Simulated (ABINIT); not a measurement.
**TiNF (Pmmn): a self-consistent loop beyond G0W0, cycle by cycle**

Wanted: G0W0 and self-consistent gaps of TiNF (Pmmn), with the cost of the cycles.

Program: ABINIT 10.8.3. Level of theory: LDA and many-body steps on it, plane waves. Results are calculated unless marked as measured.

This is a report of a sequence of runs, with most program output left out.

### 1. The structure

Symmetry: Pmmn, No. 59, orthorhombic system. The conventional cell has a = 3.062 Å, b = 3.964 Å, c = 7.871 Å, α = 90.00°, β = 90.00°, γ = 90.00°. Nearest to Ti lie 4 N at 2.01 Å and 2 F at 2.04 Å. Nearest to N lie 4 Ti at 2.01 Å. F has 2 Ti at 2.04 Å nearest. Farther neighbours and most contacts between anions are not listed.

The cell and positions are those that the Materials Project relaxed with its own functionals (PBE, PBE+U or r2SCAN), kept fixed.

### 2. Empty states on the mesh, 4×2×1 mesh, 95 bands

This step: ABINIT 10.8.3; DFT, LDA, plane waves, norm-conserving pseudopotentials.

The sums over transitions need many empty states on a uniform mesh; this step solves for them.

Input file run.abi:

```
acell 3*1.0 Angstrom
rprim 
  3.062004000000 0.000000000000 0.000000000000
  0.000000000000 3.964387000000 0.000000000000
  0.000000000000 0.000000000000 7.870826000000
ntypat 3
znucl 22 7 9
natom 6
typat 1 1 2 2 3 3
xred 
  0.500000000000 0.000000000000 0.895914000000
  0.000000000000 0.500000000000 0.104086000000
  0.500000000000 0.500000000000 0.939316000000
  0.000000000000 0.000000000000 0.060684000000
  0.000000000000 0.000000000000 0.724624000000
  0.500000000000 0.500000000000 0.275376000000
pp_dirpath "pseudos"
pseudos "Ti.upf, N.upf, F.upf"
ecut 38
ngkpt 4 2 1
nshiftk 1
shiftk 0 0 0
kptopt 1
chksymbreak 0
iscf -2
irdden 1
istwfk *1
nband 95
nbdbuf 8
tolwfr 1e-09
nstep 60
prtvol 0
indata_prefix "in"
outdata_prefix "out"
tmpdata_prefix "tmp"
```

Launch:

```console
$ OMP_NUM_THREADS=1 mpirun -n 4 abinit run.abi > log
```

Wall time 36 s (4 MPI ranks of Arm Neoverse V2, shared host); peak memory 0.37 GiB; 2.4 min of CPU time.

This step gave:

```
gap                                                           : 0.6504 eV
k of the valence top                                          : 0, 0, 0
k of the conduction bottom                                    : 0, 0, 0
least direct gap                                              : 0.6504 eV
k points computed                                             : 6
lowest point of the top converged band, above the valence top : 37.41 eV
```

On this mesh the gap is 0.650 eV.

The density comes from a self-consistent run that is not shown.

### 3. Screening, 4×2×1 mesh, 87 bands, screening to 106.1 eV

The RPA dielectric matrix is built and inverted for each q.

This step: RPA screening on LDA, plane waves, norm-conserving pseudopotentials.

Edit run.abi of step 2 so:

```diff
@@ -24,10 +24,11 @@
 chksymbreak 0
-iscf -2
-irdden 1
 istwfk *1
-nband 95
-nbdbuf 8
-tolwfr 1e-09
-nstep 60
-prtvol 0
+occopt 1
+irdwfk 1
+optdriver 3
+nband 87
+ecuteps 3.9
+inclvkb 2
+awtr 1
+symchi 1
 indata_prefix "in"
```

Wall time 21 s (4 MPI ranks); peak memory 1.2 GiB; 85 s of CPU time.

This step gave:

- ε∞ with local fields, on this mesh, along the program's q direction: 12.16
- the same without local fields: 13.24
- plasma frequency: 26.32 eV
- plane waves in the screening matrix: 247

Local fields lower ε∞ by 8 %. On a Γ-centred mesh this coarse the value itself is usually too large, while a short band sum pulls it down.

### 4. G0W0

The self-energy is evaluated for the states that the input lists, and the levels follow from it, in one-shot runs by the linearised quasiparticle equation.

This step: G0W0 on LDA, plane waves, norm-conserving pseudopotentials.

Edit run.abi of step 3 so:

```diff
@@ -27,8 +27,15 @@
 irdwfk 1
-optdriver 3
+optdriver 4
 nband 87
+gwcalctyp 0
+ecutsigx 38
+symsigma 1
+nkptgw 1
+kptgw 
+  0.0000000000 0.0000000000 0.0000000000
+bdgw 
+  23 26
 ecuteps 3.9
-inclvkb 2
-awtr 1
-symchi 1
+irdscr 1
+ppmodel 1
 indata_prefix "in"
```

The job ended after 4.8 s (4 MPI ranks; peak memory 0.8 GiB).

This step gave:

| Property | Result |
| --- | --- |
| G0W0 gap on the points computed | 1.687 eV |
| starting gap on the mesh | 0.6504 eV |
| k of the valence top | 0, 0, 0 |
| k of the conduction bottom | 0, 0, 0 |
| Z at the valence top | 0.747 |
| Z at the conduction bottom | 0.747 |
| least direct G0W0 gap on the computed points | 1.687 eV |

The gap on the mesh goes from 0.65 eV to 1.69 eV, a correction of +1.04 eV.

### 5. evGW0, cycle 1

This step: evGW0 on LDA, plane waves, norm-conserving pseudopotentials.

Edit run.abi of step 4 so:

```diff
@@ -29,10 +29,20 @@
 nband 87
-gwcalctyp 0
+gwcalctyp 10
 ecutsigx 38
 symsigma 1
-nkptgw 1
+nkptgw 6
 kptgw 
   0.0000000000 0.0000000000 0.0000000000
+  0.2500000000 0.0000000000 0.0000000000
+  0.5000000000 0.0000000000 0.0000000000
+  0.0000000000 0.5000000000 0.0000000000
+  0.2500000000 0.5000000000 0.0000000000
+  0.5000000000 0.5000000000 0.0000000000
 bdgw 
-  23 26
+  13 30
+  13 30
+  13 30
+  13 30
+  13 30
+  13 30
 ecuteps 3.9
```

It took 56 s on 4 MPI ranks; peak memory 2 GiB; 3.8 min of CPU time.

This step gave:

```yaml
quasiparticle_gap_on_the_mesh: 2.039 eV
gap_of_the_density_functional_on_the_mesh: 0.6504 eV
k_of_the_valence_top: 0, 0, 0
k_of_the_conduction_bottom: 0, 0, 0
z_at_the_valence_top: 0.747
z_at_the_conduction_bottom: 0.747
least_direct_quasiparticle_gap_on_the_computed_points: 2.039 eV
```

Against G0W0 in ABINIT (4×2×1 mesh, 87 bands, screening to 106.1 eV, Godby-Needs plasmon pole), the gap moves by +0.352 eV. This first cycle still uses the starting levels; it takes the full correction, at all points of the mesh, and its linearised value is 1.687 eV.

### 6. evGW0, cycle 2

The corrected levels of the last cycle go back in.

Edit run.abi of step 5 so:

```diff
@@ -50,2 +50,3 @@
 ppmodel 1
+irdqps 1
 indata_prefix "in"
```

Elapsed: 56 s, on 4 MPI ranks; peak memory 2 GiB; 3.7 min of CPU time.

This step gave:

```
quasiparticle gap on the mesh                         : 1.977 eV
gap of the density functional on the mesh             : 0.6504 eV
k of the valence top                                  : 0, 0, 0
k of the conduction bottom                            : 0, 0, 0
least direct quasiparticle gap on the computed points : 1.977 eV
```

Against the cycle before, the gap moves by −0.062 eV.

### 7. evGW0, cycle 3

run.abi is that of step 6.

Run time: 56 s. Hardware: 4 MPI ranks; peak memory 2 GiB.

Numbers from this step:

| Property | Result |
| --- | --- |
| quasiparticle gap on the mesh | 1.971 eV |
| gap of the density functional on the mesh | 0.6504 eV |
| k of the valence top | 0, 0, 0 |
| k of the conduction bottom | 0, 0, 0 |
| least direct quasiparticle gap on the computed points | 1.971 eV |

Against the cycle before, the gap moves by −0.006 eV.

### 8. Screening, 4×2×1 mesh, 87 bands, screening to 106.1 eV

This step: RPA screening on LDA, plane waves, norm-conserving pseudopotentials.

Edit run.abi of step 7 so:

```diff
@@ -27,26 +27,13 @@
 irdwfk 1
-optdriver 4
+optdriver 3
 nband 87
+ecuteps 3.9
+inclvkb 2
+awtr 1
+symchi 1
 gwcalctyp 10
-ecutsigx 38
-symsigma 1
-nkptgw 6
-kptgw 
-  0.0000000000 0.0000000000 0.0000000000
-  0.2500000000 0.0000000000 0.0000000000
-  0.5000000000 0.0000000000 0.0000000000
-  0.0000000000 0.5000000000 0.0000000000
-  0.2500000000 0.5000000000 0.0000000000
-  0.5000000000 0.5000000000 0.0000000000
-bdgw 
-  13 30
-  13 30
-  13 30
-  13 30
-  13 30
-  13 30
-ecuteps 3.9
-irdscr 1
-ppmodel 1
-irdqps 1
+mbpt_sciss 1.488 eV
+nqptdm 1
+qptdm 
+  0 0 0
 indata_prefix "in"
```

The job ended after 13 s (4 MPI ranks; peak memory 1.2 GiB; 53 s of CPU time).

This step gave:

```yaml
eps_infinity_with_local_fields_on_this_mesh_along_the_program_s_q_direction: 6.474
the_same_without_local_fields: 7.095
plasma_frequency: 26.32 eV
plane_waves_in_the_screening_matrix: 247
```

This screening uses the functional's bands under a rigid shift, the mean opening of the cycle before.

### 9. Screening, 4×2×1 mesh, 87 bands, screening to 106.1 eV

This step: RPA screening on LDA from quasiparticle energies, plane waves, norm-conserving pseudopotentials.

Edit run.abi of step 8 so:

```diff
@@ -33,7 +33,11 @@
 symchi 1
+irdqps 1
 gwcalctyp 10
-mbpt_sciss 1.488 eV
-nqptdm 1
+nqptdm 5
 qptdm 
-  0 0 0
+  0.2500000000 0.0000000000 0.0000000000
+  0.5000000000 0.0000000000 0.0000000000
+  0.0000000000 0.5000000000 0.0000000000
+  0.2500000000 0.5000000000 0.0000000000
+  0.5000000000 0.5000000000 0.0000000000
 indata_prefix "in"
```

Input file mrgscr.stdin:

```
2
merged
q0_SCR
out_SCR
1
```

Launch:

```console
$ OMP_NUM_THREADS=1 mpirun -n 4 abinit run.abi > log; mrgscr < mrgscr.stdin
```

Wall time 10 s (4 MPI ranks); peak memory 1 GiB; 41 s of CPU time.

Numbers from this step:

* plasma frequency: 26.32 eV
* plane waves in the screening matrix: 247

This screening reads the quasiparticle levels of the cycle before.

### 10. evGW, cycle 1

This step: evGW on LDA, plane waves, norm-conserving pseudopotentials.

Edit run.abi of step 9 so:

```diff
@@ -27,12 +27,10 @@
 irdwfk 1
-optdriver 3
+optdriver 4
 nband 87
-ecuteps 3.9
-inclvkb 2
-awtr 1
-symchi 1
-irdqps 1
 gwcalctyp 10
-nqptdm 5
-qptdm 
+ecutsigx 38
+symsigma 1
+nkptgw 6
+kptgw 
+  0.0000000000 0.0000000000 0.0000000000
   0.2500000000 0.0000000000 0.0000000000
@@ -42,2 +40,13 @@
   0.5000000000 0.5000000000 0.0000000000
+bdgw 
+  13 30
+  13 30
+  13 30
+  13 30
+  13 30
+  13 30
+ecuteps 3.9
+irdscr 1
+ppmodel 1
+irdqps 1
 indata_prefix "in"
```

Launch:

```console
$ OMP_NUM_THREADS=1 mpirun -n 4 abinit run.abi > log
```

It took 55 s on 4 MPI ranks; peak memory 2.1 GiB.

Numbers from this step:

```yaml
quasiparticle_gap_on_the_mesh: 2.426 eV
gap_of_the_density_functional_on_the_mesh: 0.6504 eV
k_of_the_valence_top: 0, 0, 0
k_of_the_conduction_bottom: 0, 0, 0
least_direct_quasiparticle_gap_on_the_computed_points: 2.426 eV
```

Against G0W0 in ABINIT (4×2×1 mesh, 87 bands, screening to 106.1 eV, Godby-Needs plasmon pole), the gap moves by +0.739 eV.

### 11. Screening, 4×2×1 mesh, 87 bands, screening to 106.1 eV

This step: RPA screening on LDA, plane waves, norm-conserving pseudopotentials.

Edit run.abi of step 10 so:

```diff
@@ -27,26 +27,13 @@
 irdwfk 1
-optdriver 4
+optdriver 3
 nband 87
+ecuteps 3.9
+inclvkb 2
+awtr 1
+symchi 1
 gwcalctyp 10
-ecutsigx 38
-symsigma 1
-nkptgw 6
-kptgw 
-  0.0000000000 0.0000000000 0.0000000000
-  0.2500000000 0.0000000000 0.0000000000
-  0.5000000000 0.0000000000 0.0000000000
-  0.0000000000 0.5000000000 0.0000000000
-  0.2500000000 0.5000000000 0.0000000000
-  0.5000000000 0.5000000000 0.0000000000
-bdgw 
-  13 30
-  13 30
-  13 30
-  13 30
-  13 30
-  13 30
-ecuteps 3.9
-irdscr 1
-ppmodel 1
-irdqps 1
+mbpt_sciss 1.973 eV
+nqptdm 1
+qptdm 
+  0 0 0
 indata_prefix "in"
```

It took 13 s on 4 MPI ranks; peak memory 1.2 GiB; 52 s of CPU time.

Numbers from this step:

| Quantity | Value |
| --- | --- |
| ε∞ with local fields, on this mesh, along the program's q direction | 5.839 |
| the same without local fields | 6.405 |
| plasma frequency | 26.32 eV |
| plane waves in the screening matrix | 247 |

This screening uses the functional's bands under a rigid shift, the mean opening of the cycle before.

### 12. Screening, 4×2×1 mesh, 87 bands, screening to 106.1 eV

This step: RPA screening on LDA from quasiparticle energies, plane waves, norm-conserving pseudopotentials.

Edit run.abi of step 11 so:

```diff
@@ -33,7 +33,11 @@
 symchi 1
+irdqps 1
 gwcalctyp 10
-mbpt_sciss 1.973 eV
-nqptdm 1
+nqptdm 5
 qptdm 
-  0 0 0
+  0.2500000000 0.0000000000 0.0000000000
+  0.5000000000 0.0000000000 0.0000000000
+  0.0000000000 0.5000000000 0.0000000000
+  0.2500000000 0.5000000000 0.0000000000
+  0.5000000000 0.5000000000 0.0000000000
 indata_prefix "in"
```

mrgscr.stdin is that of step 9.

Launch:

```console
$ OMP_NUM_THREADS=1 mpirun -n 4 abinit run.abi > log; mrgscr < mrgscr.stdin
```

The job ended after 10 s (4 MPI ranks; peak memory 1 GiB; 41 s of CPU time).

This step gave:

* plasma frequency: 26.32 eV
* plane waves in the screening matrix: 247

This screening reads the quasiparticle levels of the cycle before.

### 13. evGW, cycle 2

This step: evGW on LDA, plane waves, norm-conserving pseudopotentials.

Edit run.abi of step 12 so:

```diff
@@ -27,12 +27,10 @@
 irdwfk 1
-optdriver 3
+optdriver 4
 nband 87
-ecuteps 3.9
-inclvkb 2
-awtr 1
-symchi 1
-irdqps 1
 gwcalctyp 10
-nqptdm 5
-qptdm 
+ecutsigx 38
+symsigma 1
+nkptgw 6
+kptgw 
+  0.0000000000 0.0000000000 0.0000000000
   0.2500000000 0.0000000000 0.0000000000
@@ -42,2 +40,13 @@
   0.5000000000 0.5000000000 0.0000000000
+bdgw 
+  13 30
+  13 30
+  13 30
+  13 30
+  13 30
+  13 30
+ecuteps 3.9
+irdscr 1
+ppmodel 1
+irdqps 1
 indata_prefix "in"
```

Launch:

```console
$ OMP_NUM_THREADS=1 mpirun -n 4 abinit run.abi > log
```

It took 55 s on 4 MPI ranks; peak memory 2.1 GiB.

This step gave:

```yaml
quasiparticle_gap_on_the_mesh: 2.511 eV
gap_of_the_density_functional_on_the_mesh: 0.6504 eV
k_of_the_valence_top: 0, 0, 0
k_of_the_conduction_bottom: 0, 0, 0
least_direct_quasiparticle_gap_on_the_computed_points: 2.511 eV
```

Against the cycle before, the gap moves by +0.085 eV.

### 14. Screening, 4×2×1 mesh, 87 bands, screening to 106.1 eV

This step: RPA screening on LDA, plane waves, norm-conserving pseudopotentials.

Edit run.abi of step 13 so:

```diff
@@ -27,26 +27,13 @@
 irdwfk 1
-optdriver 4
+optdriver 3
 nband 87
+ecuteps 3.9
+inclvkb 2
+awtr 1
+symchi 1
 gwcalctyp 10
-ecutsigx 38
-symsigma 1
-nkptgw 6
-kptgw 
-  0.0000000000 0.0000000000 0.0000000000
-  0.2500000000 0.0000000000 0.0000000000
-  0.5000000000 0.0000000000 0.0000000000
-  0.0000000000 0.5000000000 0.0000000000
-  0.2500000000 0.5000000000 0.0000000000
-  0.5000000000 0.5000000000 0.0000000000
-bdgw 
-  13 30
-  13 30
-  13 30
-  13 30
-  13 30
-  13 30
-ecuteps 3.9
-irdscr 1
-ppmodel 1
-irdqps 1
+mbpt_sciss 2.065 eV
+nqptdm 1
+qptdm 
+  0 0 0
 indata_prefix "in"
```

Elapsed: 13 s, on 4 MPI ranks; peak memory 1.2 GiB.

This step gave:

- ε∞ with local fields, on this mesh, along the program's q direction: 5.738
- the same without local fields: 6.296
- plasma frequency: 26.32 eV
- plane waves in the screening matrix: 247

This screening uses the functional's bands under a rigid shift, the mean opening of the cycle before.

### 15. Screening, 4×2×1 mesh, 87 bands, screening to 106.1 eV

This step: RPA screening on LDA from quasiparticle energies, plane waves, norm-conserving pseudopotentials.

Edit run.abi of step 14 so:

```diff
@@ -33,7 +33,11 @@
 symchi 1
+irdqps 1
 gwcalctyp 10
-mbpt_sciss 2.065 eV
-nqptdm 1
+nqptdm 5
 qptdm 
-  0 0 0
+  0.2500000000 0.0000000000 0.0000000000
+  0.5000000000 0.0000000000 0.0000000000
+  0.0000000000 0.5000000000 0.0000000000
+  0.2500000000 0.5000000000 0.0000000000
+  0.5000000000 0.5000000000 0.0000000000
 indata_prefix "in"
```

mrgscr.stdin is that of step 12.

Launch:

```console
$ OMP_NUM_THREADS=1 mpirun -n 4 abinit run.abi > log; mrgscr < mrgscr.stdin
```

The job ended after 10 s (4 MPI ranks; peak memory 1 GiB).

Numbers from this step:

```
plasma frequency                    : 26.32 eV
plane waves in the screening matrix : 247
```

This screening reads the quasiparticle levels of the cycle before.

(Continued in part 2 of 2.)

[Paths, hosts, dates, memory and timing lines, banners, echoed tables and standing remarks are left out of the program output.]

[Logs are printed without paths, hosts, clocks, repeated set-up lines and the standing remarks that a program may print on its own settings, such as how far it seeks lower states.]

[Runs of the session that timed out or met a known fault of the program may be left out.]

[Hosts, paths, dates, database ids (printed as entryN), source tags and the programs' standing remarks are cut or masked in the printed files.]

[G0W0 gaps are taken among the corrected bands and points alone; a level outside them can change the order at an edge.]

[Where Ansatz stands beside ABINIT at settings called matched, ABINIT's density can come from a denser mesh and the files from another edition; pairs whose starting gaps differed by over 0.03 eV were left out, so agreement reads better than it is.]
